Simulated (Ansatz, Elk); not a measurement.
# Bonding as seen by X-rays: CaMg2H5

Structure refinements treat a crystal as free atoms side by side. For a made-up structure of CaMg2H5 (cell and positions from a PBE relaxation) the runs below show what the calculated density changes in F(hkl).

Main program and level: Elk 11.2.3 (patched build); DFT, PBE, all-electron APW+lo, Dirac cores, scalar-relativistic bands, static density, no spin.

The structure was built from a prototype and need not be the compound's stable phase.

## 1. The structure

Symmetry: P4/mmm, No. 123, tetragonal system. Conventional cell: a = 3.567 Å, b = 3.567 Å, c = 7.966 Å, α = 90.00°, β = 90.00°, γ = 90.00°. Nearest to Ca lie 12 H at 2.41 to 2.52 Å. Nearest to Mg lie 5 H at 1.89 to 2.26 Å. Nearest to H lie 2 Mg at 1.89 Å and 2 H at 2.41 Å and 2 Ca at 2.41 Å. H has 2 Mg at 2.26 Å and 8 H at 2.41 Å and 4 Ca at 2.52 Å nearest. Farther neighbours are not listed.

## 2. Ground state and structure factors

An all-electron density is needed, since X-rays see the cores too. Task 0 finds the density and task 195 Fourier-transforms it; tshift is off so that phases refer to the origin typed.

elk.in reads:

```
tasks
  0
  195

xctype
  20

spinpol
  .false.

rgkmax
  7.0

gmaxvr
  14.0

lmaxo
  7

lmaxapw
  8

swidth
  0.002

tshift
  .false.

ramdisk
  .false.

hmaxvr
  5.5

maxscl
  120

epspot
  1e-06

sppath
  './'

avec
  6.74113488733 0.00000000000 0.00000000000
  0.00000000000 6.74113488733 0.00000000000
  0.00000000000 0.00000000000 15.05362484677

atoms
  3
  'Ca.in'
  1
  0.0000000000 -0.0000000000 -0.0000000000   0.000000 0.000000 0.000000
  'Mg.in'
  2
  0.5000000000 0.5000000000 0.7162974265   0.000000 0.000000 0.000000
  0.5000000000 0.5000000000 0.2837025735   0.000000 0.000000 0.000000
  'H.in'
  5
  0.5000000000 -0.0000000000 0.7965738369   0.000000 0.000000 0.000000
  0.5000000000 -0.0000000000 0.2034261631   0.000000 0.000000 0.000000
  0.0000000000 0.5000000000 0.7965738369   0.000000 0.000000 0.000000
  0.0000000000 0.5000000000 0.2034261631   0.000000 0.000000 0.000000
  0.5000000000 0.5000000000 -0.0000000000   0.000000 0.000000 0.000000

ngridk
  6 6 3
```

Command:

```
$ OMP_NUM_THREADS=4 elk
```

Numbers of over 12 decimals in the logs are rounded to 6 here.

The program printed:

```text
┌─────────────────────────┐
│ Elk code version 11.2.3 │
└─────────────────────────┘

All units are atomic (Hartree, Bohr, etc.)

┌─────────────────────────────────────────────────┐
│ Ground-state run starting from atomic densities │
└─────────────────────────────────────────────────┘

Lattice vectors :
   6.741134887       0.000000000       0.000000000
   0.000000000       6.741134887       0.000000000
   0.000000000       0.000000000       15.05362485

Reciprocal lattice vectors :
  0.9320663972       0.000000000       0.000000000
   0.000000000      0.9320663972       0.000000000
   0.000000000       0.000000000      0.4173868667

Unit cell volume      :    684.0803621
Brillouin zone volume :   0.3626039091

Muffin-tin inner radius fraction :   0.1000000000E-01

Nuclei treated as point charges

Species : 1 (Ca)
 parameters loaded from : Ca.in
 name : calcium
 nuclear charge    :   -20.00000000
 electronic charge :    20.00000000
 atomic mass :    73057.72475
 muffin-tin radius :    2.400000000
 number of radial points in muffin-tin :    993
 inner part over the whole radius :   0.9970789793E-02
 number on inner part of muffin-tin    :    698
 approximate nuclear radius :   0.6614485811E-04
 number of mesh points to nuclear radius :    321
 atomic positions (lattice), magnetic fields (Cartesian) :
  1 :   0.00000000  0.00000000  0.00000000    0.00000000  0.00000000  0.00000000

Species : 2 (Mg)
 parameters loaded from : Mg.in
 name : magnesium
 nuclear charge    :   -12.00000000
 electronic charge :    12.00000000
 atomic mass :    44305.30466
 muffin-tin radius :    2.157621510
 number of radial points in muffin-tin :    793
 inner part over the whole radius :   0.9811266731E-02
 number on inner part of muffin-tin    :    551
 approximate nuclear radius :   0.5710277704E-04
 number of mesh points to nuclear radius :    241
 atomic positions (lattice), magnetic fields (Cartesian) :
  1 :   0.50000000  0.50000000 -0.28370257    0.00000000  0.00000000  0.00000000
  2 :   0.50000000  0.50000000  0.28370257    0.00000000  0.00000000  0.00000000

Species : 3 (H)
 parameters loaded from : H.in
 name : hydrogen
 nuclear charge    :   -1.000000000
 electronic charge :    1.000000000
 atomic mass :    1837.362221
 muffin-tin radius :    1.373031870
 number of radial points in muffin-tin :    393
 inner part over the whole radius :   0.9770774603E-02
 number on inner part of muffin-tin    :    258
 approximate nuclear radius :   0.2766748019E-04
 number of mesh points to nuclear radius :     78
 atomic positions (lattice), magnetic fields (Cartesian) :
  1 :   0.50000000  0.00000000 -0.20342616    0.00000000  0.00000000  0.00000000
  2 :   0.50000000  0.00000000  0.20342616    0.00000000  0.00000000  0.00000000
  3 :   0.00000000  0.50000000 -0.20342616    0.00000000  0.00000000  0.00000000
  4 :   0.00000000  0.50000000  0.20342616    0.00000000  0.00000000  0.00000000
  5 :   0.50000000  0.50000000  0.00000000    0.00000000  0.00000000  0.00000000

Total number of atoms per unit cell :    8
Total muffin-tin volume :    196.2665802
 ratio of muffin-tin to unit cell volume :   0.2869057366

Spin treatment :
 spin-unpolarised

Number of Bravais lattice symmetries :   16
Number of crystal symmetries         :   16
Crystal has inversion symmetry
Real symmetric eigensolver will be used

k-point grid :      6     6     3
k-point offset :    0.000000000       0.000000000       0.000000000
k-point set is reduced with full crystal symmetry group
Total number of k-points :       20

Muffin-tin radius times maximum |G+k| :    7.000000000
 using average radius
Maximum |G+k| for APW functions       :    4.123589160
Maximum (1/2)|G+k|²                   :    8.501993779
Maximum |G| for potential and density :    14.00000000
Constant for pseudocharge density :    8
 order of it for each species :   15  15  15
 order of it for pair densities of each species (exact exchange by exxq0 0: 16) :   15  15   5
Radial integration step length :    1

[...]
from k-point 14 to k-point 13
Estimated direct band gap   :   0.1021113130E-01
 at k-point 20

Charges :
 core                        :    14.00000000
 valence                     :    35.00000000
 interstitial                :    5.515362041
 muffin-tins (core leakage)
  species : 1 (Ca)
   atom 1                    :    18.32891169     ( -0.1987540301E-06)
  species : 2 (Mg)
   atom 1                    :    10.38151537     ( -0.9777890364E-07)
   atom 2                    :    10.38151537     ( -0.9777890364E-07)
  species : 3 (H)
   atom 1                    :   0.8884583216     (   0.000000000    )
[...]
total in muffin-tins        :    43.48463796
 total calculated charge     :    49.00006635
 total charge                :    49.00000000
 error                       :   0.6635366183E-04

RMS change in Kohn-Sham potential (target) :    145.8601312     (  0.1000000000E-05)
Absolute change in total energy (target)   :   0.2976391983     (  0.1000000000E-03)

[... loops 3 to 23 left out ...]

┌──────────────────┐
│ Loop number : 24 │
└──────────────────┘

Energies :
 Fermi                       :     0.105556
 sum of occupied eigenvalues :     -610.78461424189
 electron kinetic            :      1089.6591837531
 core electron kinetic       :      911.07235882803
 Coulomb                     :     -2102.7502282357
 Coulomb potential           :     -1608.7697389439
 nuclear-nuclear             :     -145.92244915605
 electron-nuclear            :     -2307.9093148445
 Hartree                     :      351.08153576488
 Madelung                    :     -1298.3653587638
 xc potential                :     -91.674059051108
 exchange                    :     -69.095312617642
 correlation                 :     -1.841384
 electron entropic           :    -0.38241571639468E-03
 total energy                :     -1084.0281236178

Density of states at Fermi energy :    28.16643450
 (states/Hartree/unit cell)

Estimated indirect band gap :   0.6260315745E-02
 from k-point 16 to k-point 6
Estimated direct band gap   :   0.8130450597E-01
 at k-point 14

Charges :
 core                        :    14.00000000
 valence                     :    35.00000000
 interstitial                :    5.876899036
 muffin-tins (core leakage)
  species : 1 (Ca)
[...]
species : 2 (Mg)
[...]
species : 3 (H)
[...]
total in muffin-tins        :    43.12310096
 total calculated charge     :    49.00004221
 total charge                :    49.00000000
 error                       :   0.4220841804E-04

RMS change in Kohn-Sham potential (target) :   0.7247292214E-06 (  0.1000000000E-05)
Absolute change in total energy (target)   :   0.2323190529E-07 (  0.1000000000E-03)

Convergence targets achieved

┌──────────────────┐
│ Loop number : 25 │
└──────────────────┘

Energies :
 Fermi                       :     0.105556
 sum of occupied eigenvalues :     -610.78461422817
 electron kinetic            :      1089.6591837533
 core electron kinetic       :      911.07235882384
 Coulomb                     :     -2102.7502282293
 Coulomb potential           :     -1608.7697389339
 nuclear-nuclear             :     -145.92244915605
 electron-nuclear            :     -2307.9093148416
 Hartree                     :      351.08153576830
 Madelung                    :     -1298.3653587624
 xc potential                :     -91.674059047523
 exchange                    :     -69.095312617697
 correlation                 :     -1.841384
 electron entropic           :    -0.38241571699101E-03
 total energy                :     -1084.0281236113

Density of states at Fermi energy :    28.16643455
 (states/Hartree/unit cell)

Estimated indirect band gap :   0.6260315709E-02
 from k-point 16 to k-point 6
Estimated direct band gap   :   0.8130450619E-01
 at k-point 14

Charges :
 core                        :    14.00000000
 valence                     :    35.00000000
 interstitial                :    5.876899035
 muffin-tins (core leakage)
  species : 1 (Ca)
   atom 1                    :    18.25125769     ( -0.1986013327E-06)
  species : 2 (Mg)
   atom 1                    :    10.44891752     ( -0.9777890364E-07)
   atom 2                    :    10.44891752     ( -0.9777890364E-07)
  species : 3 (H)
[...]
atom 3                    :   0.8068411333     (   0.000000000    )
   atom 4                    :   0.8068411333     (   0.000000000    )
   atom 5                    :   0.7466437061     (   0.000000000    )
 total in muffin-tins        :    43.12310097
 total calculated charge     :    49.00004221
 total charge                :    49.00000000
 error                       :   0.4220841801E-04

┌──────────────────────────────┐
│ Self-consistent loop stopped │
└──────────────────────────────┘

Wrote STATE.OUT
```

Wall time 65 s (4 threads of Arm Neoverse V2, shared host); peak memory 0.27 GiB; 3.7 min of CPU time.

SFACRHO.OUT:

```text

h k l indices transformed by vhmat matrix:
   1.000000000       0.000000000       0.000000000    
   0.000000000       1.000000000       0.000000000    
   0.000000000       0.000000000       1.000000000    

      h      k      l  multipl.   |H|            Re(F)            Im(F)           |F|

      0      0      0      1   0.0000000       49.000000     -0.28852776E-16   49.000000    
      0      0      1      2  0.41738687       16.269065      0.10501806E-14   16.269065    
      0      0     -2      2  0.83477373      -3.5315586     -0.66196297E-14   3.5315586    
      1      0      0      4  0.93206640      -3.9476732      0.22735340E-14   3.9476732    
     -1      0     -1      8   1.0212539       18.874453     -0.43075668E-16   18.874453    
     -1      0      2      8   1.2512374       30.231007     -0.77144833E-14   30.231007    
      0      0      3      2   1.2521606       23.626928     -0.39658747E-14   23.626928    
     -1      1      0      4   1.3181409       29.763589      0.37566399E-15   29.763589    
      1     -1      1      8   1.3826450       10.477783     -0.10050328E-14   10.477783    
     -1     -1      2      8   1.5602380      0.81021078      0.65554383E-14  0.81021078    
      0     -1      3      8   1.5609785       3.1676071      0.71787014E-14   3.1676071    
      0      0      4      2   1.6695475       25.059419     -0.78448818E-14   25.059419    
      1     -1      3      8   1.8180764       23.304614     -0.30730273E-14   23.304614    
     -2      0      0      4   1.8641328       29.605668      0.37497551E-14   29.605668    
      0      2      1      8   1.9102887       9.5939660      0.10391311E-14   9.5939660    
      1      0     -4      8   1.9121026       1.5953937     -0.10610209E-13   1.5953937    
      0      2      2      8   2.0425078      -2.6533081      0.12047098E-13   2.6533081    
      1     -2      0      8   2.0841638      -3.4054881     -0.17647813E-14   3.4054881
```

Elk indexes on the primitive cell of elk.in and gives |H| = 4π sin θ/λ in inverse bohr. Below, one row stands for each form hkl of the conventional cell (m members, Friedel mates merged), F is for one primitive cell and the density is static (no thermal factor). Free-atom factors are Waasmaier and Kirfel's, and R is Σm||F|−|F'||/Σm|F|.

```
hkl  m  sin θ/λ (Å⁻¹)  abs F, DFT  neutral atoms   diff.
001  2          0.063      16.269         15.905  +0.365
002  2          0.126       3.532          3.355  +0.176
100  4          0.140       3.948          4.004  -0.056
101  8          0.154      18.875         18.957  -0.083
102  8          0.188      30.231         30.349  -0.118
003  2          0.188      23.627         24.120  -0.493
110  4          0.198      29.764         30.417  -0.654
111  8          0.208      10.478         10.389  +0.089
112  8          0.235       0.810          0.044  +0.766
103  8          0.235       3.168          3.159  +0.008
004  2          0.251      25.059         24.501  +0.558
113  8          0.273      23.305         22.816  +0.489
200  4          0.280      29.606         29.003  +0.602
201  8          0.287       9.594          9.408  +0.186
```

## 3. The highest occupied states alone

An energy window below the Fermi level keeps the highest occupied states, to see at which angles they scatter; shallow core shells can lie inside it and anion s states outside. No new self-consistency is needed.

elk.in: that of step 2 with these lines changed.

```diff
@@ -1,3 +1,2 @@
 tasks
-  0
   195
@@ -40,2 +39,5 @@
 
+wsfac
+  -0.335440 0.405560
+
 sppath
```

Command:

```
$ OMP_NUM_THREADS=4 elk
```

The program printed:

```text
┌─────────────────────────────────┐
│ Elk code version 11.2.3 started │
└─────────────────────────────────┘

Info(readinput): the functional depends on the density's gradient
 muffin-tin radial points multiplied by    2.00000
 (not where nrmtscf is given)

┌────────────────────┐
│ Current task : 195 │
└────────────────────┘
Info(checkmt): changed muffin-tin radius of species 2 (Mg) from   2.2000 to   2.1576
Info(checkmt): changed muffin-tin radius of species 3 (H) from   1.4000 to   1.3730

Info(sfacrho): density structure factors written to SFACRHO.OUT

 Energy window :  -0.3354400000      0.4055600000

┌──────────────────┐
│ Elk code stopped │
└──────────────────┘
```

Run time: 8.6 s. Hardware: 4 threads; peak memory 0.16 GiB; 9.4 s of CPU time.

States within 12 eV below the Fermi level hold 11.00 electrons; any levels below the window count with the cores. Their amplitudes can exceed the total, where window and core parts have opposite phase:

```
hkl  sin θ/λ (Å⁻¹)  abs F, window  abs F, all
001          0.063          2.877      16.269
002          0.126          2.584       3.532
100          0.140          1.218       3.948
101          0.154          0.579      18.875
102          0.188          0.534      30.231
003          0.188          1.497      23.627
110          0.198          2.052      29.764
111          0.208          0.027      10.478
112          0.235          2.611       0.810
103          0.235          0.308       3.168
```

## 4. Another functional

The difference from free atoms is small, so it is set against the change that PBEsol makes.

elk.in: that of step 3 with these lines changed.

```diff
@@ -1,2 +1,3 @@
 tasks
+  0
   195
@@ -4,3 +5,3 @@
 xctype
-  20
+  22
 
@@ -39,5 +40,2 @@
 
-wsfac
-  -0.335440 0.405560
-
 sppath
```

Command:

```
$ OMP_NUM_THREADS=4 elk
```

The program printed:

```text
┌─────────────────────────┐
│ Elk code version 11.2.3 │
└─────────────────────────┘

All units are atomic (Hartree, Bohr, etc.)

┌─────────────────────────────────────────────────┐
│ Ground-state run starting from atomic densities │
└─────────────────────────────────────────────────┘

Lattice vectors :
   6.741134887       0.000000000       0.000000000
   0.000000000       6.741134887       0.000000000
   0.000000000       0.000000000       15.05362485

Reciprocal lattice vectors :
  0.9320663972       0.000000000       0.000000000
[...]
species : 2 (Mg)
   atom 1                    :    10.45343624     ( -0.9777890231E-07)
   atom 2                    :    10.45343624     ( -0.9777890231E-07)
  species : 3 (H)
[...]
atom 4                    :   0.7892855902     (   0.000000000    )
   atom 5                    :   0.7269074390     (   0.000000000    )
 total in muffin-tins        :    43.05098554
 total calculated charge     :    49.00003864
 total charge                :    49.00000000
 error                       :   0.3863563922E-04

┌──────────────────────────────┐
│ Self-consistent loop stopped │
└──────────────────────────────┘

Wrote STATE.OUT
[key lines of the parts left out:]
total energy                :     -1082.2808144335
```

It took 60 s on 4 threads; peak memory 0.28 GiB.

Against the first run R = 0.11 %; the largest change is -0.090 at 200.

## 5. Basis size

The basis and the expansions that go with it are enlarged, to see whether the differences are converged.

elk.in: that of step 4 with these lines changed.

```diff
@@ -5,3 +5,3 @@
 xctype
-  22
+  20
 
@@ -11,12 +11,12 @@
 rgkmax
-  7.0
+  8.5
 
 gmaxvr
-  14.0
+  18.0
 
 lmaxo
-  7
+  9
 
 lmaxapw
-  8
+  10
```

Command:

```
$ OMP_NUM_THREADS=4 elk
```

The program printed:

```text
┌─────────────────────────┐
│ Elk code version 11.2.3 │
└─────────────────────────┘

All units are atomic (Hartree, Bohr, etc.)

┌─────────────────────────────────────────────────┐
│ Ground-state run starting from atomic densities │
└─────────────────────────────────────────────────┘

Lattice vectors :
   6.741134887       0.000000000       0.000000000
   0.000000000       6.741134887       0.000000000
   0.000000000       0.000000000       15.05362485

Reciprocal lattice vectors :
  0.9320663972       0.000000000       0.000000000
[...]
species : 2 (Mg)
   atom 1                    :    10.44853264     ( -0.9777890186E-07)
   atom 2                    :    10.44853264     ( -0.9777890186E-07)
  species : 3 (H)
[...]
atom 4                    :   0.8068106117     (   0.000000000    )
   atom 5                    :   0.7465216871     (   0.000000000    )
 total in muffin-tins        :    43.12081520
 total calculated charge     :    49.00004871
 total charge                :    49.00000000
 error                       :   0.4870734007E-04

┌──────────────────────────────┐
│ Self-consistent loop stopped │
└──────────────────────────────┘

Wrote STATE.OUT
[key lines of the parts left out:]
total energy                :     -1084.0291843920
```

Elapsed: 3.9 min, on 4 threads; peak memory 0.65 GiB.

Against the first run R = 0.01 %; the largest change is -0.003 at 307.

## 6. Settings against the effect

```
                              run  R against the first run (%)  R against neutral atoms, low angle (%)  wall time
                    PBE, rgkmax 7                         0.00                                    1.95       65 s
                           PBEsol                         0.11                                    1.77       60 s
rgkmax 8.5 with larger expansions                         0.01                                    1.95    3.9 min
```

## 7. What came out

```json
{
 "R against neutral atoms, sin θ/λ < 0.3 Å⁻¹": "1.95 %",
 "R against neutral atoms, 0.3 to 0.76 Å⁻¹": "0.44 %"
}
```

Independent neutral atoms miss the calculated amplitudes by R = 1.95 % below 0.3 Å⁻¹ and 0.44 % from there to 0.76 Å⁻¹; by shells, 2.36 % below 0.15 Å⁻¹ (3 forms), 1.93 % 0.15 to 0.3 (12 forms), 0.54 % 0.3 to 0.45 (27 forms), 0.41 % above 0.45 (107 forms). Bonding, aspherical density and the tables' own atoms all enter these figures, and the runs don't part them. The largest change of an amplitude is +0.77 electrons, at 112. R counts amplitudes alone; phases shift too. Weak lines can change much in proportion: 112 goes from 0.04 to 0.81. The window's part falls from 11.0 electrons at the origin to at most 0.55 between 0.45 and 0.76 Å⁻¹. Below 0.3 Å⁻¹ the changes that finished (PBEsol and rgkmax 8.5 with larger expansions) move F by R = 0.23 % at most, against the 1.95 % that separates it from free atoms. The k-mesh has no finished test. Part of the difference isn't bonding: the tables are fits to free atoms and ions calculated by other methods than this functional. Thermal motion, anomalous dispersion and extinction are left out.

[Logs are printed without paths, hosts, clocks, repeated set-up lines and the standing remarks that a program may print on its own settings, such as how far it seeks lower states.]

[Hosts, paths, dates, database ids (printed as entryN), source tags and the programs' standing remarks are cut or masked in the printed files.]
